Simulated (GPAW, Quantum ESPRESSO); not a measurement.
# CuI (Marshite, F-43m): the Cu K absorption edge, part 2 of 2

Aim: the Cu K edge of CuI (Marshite, F-43m) by two routes, a Lanczos recursion (XSpectra) and a sum over empty bands (GPAW), to see which features are robust.

Quantum ESPRESSO 7.5 and GPAW 26.7.0; core-hole supercells, plane-wave PAW LDA.

So far. Step 10 (The field without a hole (GPAW)): The mesh shows a gap of 0.96 eV, so the hole is first treated in a charged cell, without the excited electron. Step 11 (Spectrum without a core hole, Cu atom 2 (GPAW)): Main maxima below 30 eV (height): 4.8 eV (1.57), 7.2 eV (1.15), 11.4 eV (1.42), 14.8 eV (1.24), 24.4 eV (1.10) and 29.8 eV (1.19). 

The database entry behind the starting cell differs from later determinations by our own check (about 0.15 % long (mineral sample)), so it need not match the best structure at ambient conditions.

## (13) Spectrum with FCH, Cu atom 2 (GPAW)

The holes are 6.1 Å apart. The excited electron is left out and a uniform background balances the charge. After the field has converged, empty bands are computed with the density fixed and the dipole matrix elements are summed.

Contents of xas.py:

```python
import numpy as np
from ase import Atoms
from ase.parallel import parprint, paropen
from gpaw import GPAW, PW, FermiDirac, Mixer, MixerDif, setup_paths
from gpaw.test import gen
setup_paths.insert(0, '.')
gen('Cu', name='fch1s', xcname='LDA', corehole=(1, 0, 1), write_xml=True)
from gpaw.mpi import world
world.barrier()

atoms = Atoms('I4Cu4',
    cell=[[0, 0, 6.063],
     [6.063, 0, 0],
     [0, 6.063, 0]],
    scaled_positions=[[0, 0, 0],
     [0, 0.5, 0.5],
     [0.5, 0.5, 0],
     [0.5, 0, 0.5],
     [0.75, 0.75, 0.75],
     [0.75, 0.25, 0.25],
     [0.25, 0.25, 0.75],
     [0.25, 0.75, 0.25]],
    pbc=True)
atoms.calc = calc = GPAW(legacy_gpaw=True, mode=PW(500, force_complex_dtype=True), xc='LDA', setups={4: 'fch1s'},
    kpts={'size': (3, 3, 3), 'gamma': True}, occupations=FermiDirac(0.02),
    charge=0, mixer=Mixer(0.1, 5, 50), maxiter=150,
    convergence={'density': 0.0001, 'eigenstates': 1e-6}, txt='scf.txt')
energy = atoms.get_potential_energy() + calc.get_reference_energy()
ef = calc.get_fermi_level()
out = dict(energy=energy, fermi=ef, forces=atoms.get_forces().tolist())
parprint(f'all-electron energy {energy:.4f} eV, Fermi level {ef:.4f} eV')
ev = np.array([[calc.get_eigenvalues(k, s) for k in range(len(calc.get_ibz_k_points()))] for s in range(calc.get_number_of_spins())])
out['homo'], out['lumo'], out['counts'] = ev[ev < ef].max(), ev[ev > ef].min(), sorted(set((ev < ef).sum((0, 2)).tolist()))
out['filled'] = (ev[:, 0] < ef).sum(1).tolist()

from ase.units import Ha
from gpaw.xas import dipole_matrix_elements
nb = int(calc.get_number_of_electrons() / 2) + 135
top, nb = nb, nb + 8 + nb // 12
nscf = calc.fixed_density(kpts={'size': (4, 4, 4), 'gamma': True}, nbands=nb,
    convergence={'bands': top, 'eigenstates': 1e-5}, maxiter=60, txt='nscf.txt')
cell = atoms.cell.array
ops = [cell.T @ U.T @ np.linalg.inv(cell.T) for U in nscf.wfs.kd.symmetry.op_scc]
filled = [36]  # bands filled in the ground state, by spin
E = np.arange(-6, 34, 0.1)
fwhm = np.interp(E, [4, 25], [1.55, 3.5])
Y, X, zero, highest = 0, 0, 1e9, 1e9
for spin in range(nscf.get_number_of_spins()):
    wfs = nscf.wfs
    A = dipole_matrix_elements(wfs.setups[4])
    eps = np.zeros((wfs.kd.nibzkpts, nb))
    d = np.zeros((3, A.shape[1], wfs.kd.nibzkpts, nb), complex)
    for kpt in wfs.kpt_u:
        if kpt.s == spin and 4 in kpt.P_ani:
            eps[kpt.k] = kpt.eps_n * Ha
            d[:, :, kpt.k] = (kpt.weight * wfs.nspins / 2) ** 0.5 * np.inner(A, kpt.P_ani[4])
    world.sum(eps)
    world.sum(d)
    T = np.einsum('amkn,bmkn->abkn', d, d.conj()).real
    T = sum(np.einsum('ai,ijkn,bj->abkn', R, T, R) for R in ops) / len(ops)
    empty = np.ones_like(eps, bool) & (np.arange(nb) >= filled[spin])
    zero, highest = min(zero, eps[empty].min()), min(highest, eps[:, top - 1].min())
    lines = [(eps, T, empty)] if spin == 0 else lines + [(eps, T, empty)]
for eps, T, empty in lines:
    f = np.einsum('aakn->akn', T).reshape(3, -1)
    x = eps.ravel() - zero
    w = np.interp(x, E, fwhm) / 2.35482
    g = np.exp(-0.5 * ((E[:, None] - x) / w) ** 2) / (w * (2 * np.pi) ** 0.5)
    Y = Y + (f * empty.ravel()) @ g.T
    X = X + (f * ~empty.ravel()) @ g.T
out.update(E=E.round(2).tolist(), xas=Y.tolist(), xes=X.tolist(), zero=zero, valid=highest - zero, nk=len(eps), nb=nb)
for i in range(0, len(E), 10):
    parprint(f'{E[i]:7.2f}', *(f'{v:10.3e}' for v in Y[:, i]))
import json
with paropen('out.json', 'w') as f:
    json.dump(out, f)
```

Command:

```sh
$ OMP_NUM_THREADS=1 mpirun -n 4 gpaw python xas.py
```

Elapsed: 1.7 min, on 4 MPI ranks of Arm Neoverse V1, shared host; peak memory 0.36 GiB.

The Cu K spectrum, Cu atom 2, full core hole (charged cell) (energy from the lowest empty level; intensity scaled to a mean of 1 over the first 20 eV):

```tsv
E (eV)	intensity
-2.0	0.00
-1.5	0.00
-1.0	0.00
-0.5	0.00
0.0	0.02
0.5	0.05
1.0	0.14
1.5	0.33
2.0	0.61
2.5	0.91
3.0	1.17
3.5	1.51
4.0	1.92
4.5	2.07
5.0	1.78
5.5	1.29
6.0	0.96
6.5	0.94
7.0	1.04
7.5	1.09
8.0	1.05
8.5	0.98
9.0	0.97
9.5	1.01
10.0	1.09
10.5	1.18
11.0	1.23
11.5	1.22
12.0	1.19
12.5	1.14
13.0	1.07
13.5	0.99
14.0	0.91
14.5	0.89
15.0	0.91
15.5	0.94
16.0	0.95
16.5	0.91
17.0	0.84
17.5	0.79
18.0	0.77
18.5	0.79
19.0	0.82
19.5	0.86
20.0	0.89
20.5	0.90
21.0	0.91
21.5	0.91
22.0	0.92
22.5	0.93
23.0	0.94
23.5	0.94
24.0	0.93
24.5	0.92
25.0	0.90
25.5	0.89
26.0	0.87
26.5	0.87
27.0	0.87
27.5	0.89
28.0	0.91
28.5	0.95
29.0	0.99
29.5	1.02
30.0	1.03
30.5	1.02
31.0	0.99
31.5	0.95
32.0	0.93
```

Main maxima below 30 eV (height): 4.4 eV (2.08), 7.4 eV (1.10), 11.2 eV (1.23), 15.8 eV (0.95) and 23.4 eV (0.94). 

The hole costs E(hole) − E(ground) = 8986.78 eV, and the lowest empty level of the hole cell on the spectrum's mesh lies at 4.85 eV, which puts the zero at 8991.62 eV. With the free-atom term of -29.79 eV for this edge, the photon energy is 8961.83 eV.

## (14) Excitation energy, Cu atom 2 (GPAW)

Changed against the first core-hole run: core hole to XCH, with the smearing that suits a partly filled band.

Contents of scf.py:

```python
import numpy as np
from ase import Atoms
from ase.parallel import parprint, paropen
from gpaw import GPAW, PW, FermiDirac, Mixer, MixerDif, setup_paths
from gpaw.test import gen
setup_paths.insert(0, '.')
gen('Cu', name='fch1s', xcname='LDA', corehole=(1, 0, 1), write_xml=True)
from gpaw.mpi import world
world.barrier()

atoms = Atoms('I4Cu4',
    cell=[[0, 0, 6.063],
     [6.063, 0, 0],
     [0, 6.063, 0]],
    scaled_positions=[[0, 0, 0],
     [0, 0.5, 0.5],
     [0.5, 0.5, 0],
     [0.5, 0, 0.5],
     [0.75, 0.75, 0.75],
     [0.75, 0.25, 0.25],
     [0.25, 0.25, 0.75],
     [0.25, 0.75, 0.25]],
    pbc=True)
atoms.calc = calc = GPAW(legacy_gpaw=True, mode=PW(500, force_complex_dtype=True), xc='LDA', setups={4: 'fch1s'},
    kpts={'size': (3, 3, 3), 'gamma': True}, occupations=FermiDirac(0.04),
    charge=-1, mixer=Mixer(0.1, 5, 50), maxiter=150,
    convergence={'density': 0.0001, 'eigenstates': 1e-6}, txt='scf.txt')
energy = atoms.get_potential_energy() + calc.get_reference_energy()
ef = calc.get_fermi_level()
out = dict(energy=energy, fermi=ef, forces=atoms.get_forces().tolist())
parprint(f'all-electron energy {energy:.4f} eV, Fermi level {ef:.4f} eV')
ev = np.array([[calc.get_eigenvalues(k, s) for k in range(len(calc.get_ibz_k_points()))] for s in range(calc.get_number_of_spins())])
out['homo'], out['lumo'], out['counts'] = ev[ev < ef].max(), ev[ev > ef].min(), sorted(set((ev < ef).sum((0, 2)).tolist()))
out['filled'] = (ev[:, 0] < ef).sum(1).tolist()
import json
with paropen('out.json', 'w') as f:
    json.dump(out, f)
```

Command:

```sh
$ OMP_NUM_THREADS=1 mpirun -n 4 gpaw python scf.py
```

It took 16 s on 4 MPI ranks; peak memory 0.21 GiB.

The total-energy difference is 8992.67 eV. With the free-atom term of -29.79 eV for this edge, the photon energy is 8962.88 eV.

## (15) The two programs side by side

The line shapes differ (Lorentzian half width 0.78 eV up to 4 eV, rising linearly to 1.75 eV at 25 eV (not a setting of the program: the run's 0.4 eV curve was folded afterwards with a further Lorentzian), against Gaussian full width 1.55 eV up to 4 eV, rising linearly to 3.5 eV at 25 eV), so both get a further Gaussian of 1.5 eV full width before they are compared; the Lorentzian tails remain.

```tsv
E (eV)	XSpectra	GPAW
-2.00	0.09	0.00
-1.25	0.12	0.00
-0.50	0.16	0.01
0.25	0.23	0.06
1.00	0.36	0.21
1.75	0.58	0.51
2.50	0.87	0.91
3.25	1.18	1.36
4.00	1.39	1.74
4.75	1.42	1.75
5.50	1.28	1.37
6.25	1.15	1.07
7.00	1.06	1.03
7.75	1.01	1.04
8.50	1.04	1.01
9.25	1.08	1.02
10.00	1.13	1.09
10.75	1.16	1.18
11.50	1.15	1.20
12.25	1.10	1.15
13.00	1.04	1.06
13.75	1.02	0.97
14.50	1.02	0.92
15.25	1.01	0.92
16.00	0.96	0.92
16.75	0.91	0.87
17.50	0.88	0.81
18.25	0.90	0.80
19.00	0.93	0.83
19.75	0.95	0.87
20.50	0.97	0.90
21.25	0.98	0.91
22.00	0.99	0.92
22.75	1.00	0.93
23.50	1.01	0.93
24.25	1.00	0.92
25.00	0.98	0.90
25.75	0.96	0.88
26.50	0.96	0.88
27.25	1.00	0.89
28.00	1.08	0.92
28.75	1.19	0.97
29.50	1.26	1.01
30.25	1.26	1.01
31.00	1.21	0.99
31.75	1.16	0.95
```

```tsv
	XSpectra	GPAW
k mesh of the spectrum	3×3×3	4×4×4
cutoff (eV)	830	500
highest intensity below 24 eV after the common broadening, eV (height)	4.4 (1.43)	4.4 (1.81)
zero, corrected photon energy (eV)	8966.0	8961.8
core time, hole field and spectrum	5.3 min	7 min
```

## (16) What the core hole does

XSpectra's curves. Both curves are counted from their own zero, so only the shift of weight within the empty states shows.

```tsv
E (eV)	no hole	FCH
-2.0	0.08	0.09
-1.0	0.10	0.12
0.0	0.14	0.18
1.0	0.24	0.33
2.0	0.45	0.64
3.0	0.67	1.11
4.0	1.12	1.45
5.0	1.29	1.44
6.0	1.02	1.14
7.0	0.99	1.06
8.0	1.28	0.97
9.0	1.08	1.07
10.0	1.04	1.14
11.0	1.04	1.17
12.0	1.44	1.13
13.0	1.35	1.02
14.0	1.12	1.01
15.0	0.98	1.03
16.0	0.95	0.97
17.0	1.12	0.87
18.0	1.17	0.88
19.0	1.05	0.93
20.0	0.99	0.95
21.0	0.95	0.98
22.0	1.01	0.98
23.0	1.19	1.02
24.0	1.23	1.01
25.0	1.08	0.98
26.0	0.99	0.94
27.0	1.00	0.96
28.0	1.10	1.07
29.0	1.30	1.25
30.0	1.43	1.30
31.0	1.43	1.21
32.0	1.39	1.13
```

With each curve scaled to its own mean, the area from −2 to 6 eV with the hole is 5.9 against 4.6, and the centre of weight from −1 to 20 eV moves by -0.8 eV: the hole pulls the absorber's empty states down.

## (17) Runs not followed above

These runs aren't followed: redraws of a spectrum that repeat one shown, runs with a planted fault or a state judged unsound, or a program's part that gave no sound spectrum.

| program | step | status | elapsed |
| --- | --- | --- | --- |
| Quantum ESPRESSO | no core hole, redrawn | converged | 1.8 s |
| Quantum ESPRESSO | spectrum with FCH, redrawn | converged | 0.83 s |

## (18) Outcome

| Item | Value |
| --- | --- |
| absorber and edge | Cu K, atom 2 of the ground-state input (counted from 1) |
| surroundings | 4 I at 2.63 Å (tetrahedral, site symmetry -43m) |
| highest intensity below 24 eV (XSpectra, narrow line) | 4.5 eV above the zero, height 1.57 |
| photon energy of the zero, with the added terms | 8966.0 eV (raw 8995.8 eV; LDA puts this hole about 18 eV below PBE, itself good to a few eV) |

**Reading.** The two programs agree on the overall shape: 14 % r.m.s. remains over the first 14 eV after a relative shift of 0.0 eV, and their photon-energy zeros differ by 4.2 eV. What differs may come from the PAW partial waves, meshes, cutoffs and line shapes. An offset of the zeros of this size is more than meshes or line shapes can give; the atomic core treatment of the two data sets is the likely place. In XSpectra the Cu K edge of atom 2, with 4 I at 2.63 Å (tetrahedral, site symmetry -43m), has its highest intensity of the first 24 eV at 4.5 eV above the zero, near 8971 eV in photon energy (LDA puts this hole about 18 eV below PBE, itself good to a few eV), 1.6 times the mean level of the first 20 eV (Lorentzian half width 0.78 eV up to 4 eV, rising linearly to 1.75 eV at 25 eV (not a setting of the program: the run's 0.4 eV curve was folded afterwards with a further Lorentzian)). In XSpectra: With each curve scaled to its own mean, the area from −2 to 6 eV with the hole is 5.9 against 4.6, and the centre of weight from −1 to 20 eV moves by -0.8 eV: the hole pulls the absorber's empty states down. In GPAW: With each curve scaled to its own mean, the area from −2 to 6 eV with the hole is 6.2 against 4.6, and the centre of weight from −1 to 20 eV moves by -0.8 eV: the hole pulls the absorber's empty states down. In XSpectra the neutral-cell energy lies +1.1 eV from the charged-cell zero, a gap made of the charged-cell error and of where the added electron settles. In GPAW the neutral-cell energy lies +1.0 eV from the charged-cell zero, a gap made of the charged-cell error and of where the added electron settles. The holes are only 6.1 Å apart, so the shape is probably not converged with cell size; no larger cell was run here. Lifetime broadening is put in by hand, and intensities beyond about 20 eV depend on it and on the partial waves. The structure is a published determination, not relaxed.

[Logs are printed without paths, hosts, clocks, repeated set-up lines and the standing remarks that a program may print on its own settings, such as how far it seeks lower states.]

[Hosts, paths, dates, database ids (printed as entryN), source tags and the programs' standing remarks are cut or masked in the printed files.]

[Lists of maxima count a maximum above −3 eV only where it reaches 4 % of the highest in the window and stands out from its surroundings by 2 % of it (1.5 % where it reaches 55 %); shoulders and weaker maxima are passed over, and of the rest the first, up to two pre-edge ones and the few strongest are named.]
